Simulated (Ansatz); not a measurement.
Rows from a G0W0 calculation on Y2Ti2O7 (Fd-3m) (Ansatz 0.2.0; G0W0 on LDA, plane waves, PAW; 2×2×2 mesh, 450 empty bands, screening to 84 eV, plasmon pole), in eV. Spin-orbit coupling is left out.

| row | Σx | Σc | Vxc | Z |
| --- | --- | --- | --- | --- |
| A | -12.86 | -6.33 | -21.04 | 0.78 |
| B | -25.75 | 4.98 | -20.70 | 0.77 |
| C | -13.49 | -6.79 | -22.30 | 0.78 |
| D | -13.36 | -7.15 | -22.57 | 0.77 |
| E | -26.50 | 4.82 | -21.75 | 0.77 |

Which rows are filled states and which are empty ones, and how can one tell?

Filled: B and E. Empty: A, C and D. The sign of Σc tells: for a filled state bare exchange, which holds its interaction with itself, lies below Vxc (Σx − Vxc is -4.8 eV or lower here) and screening gives part back as a positive Σc. For an empty state Σx lies above Vxc (+8.2 eV or more) and the Coulomb hole leaves Σc negative.

[Runs of the session that timed out or met a known fault of the program may be left out.]

[Cells called generated may have been cut or substituted from an entry of the Crystallography Open Database or the Materials Project.]

[Hosts, paths, dates, database ids (printed as entryN), source tags and the programs' standing remarks are cut or masked in the printed files.]
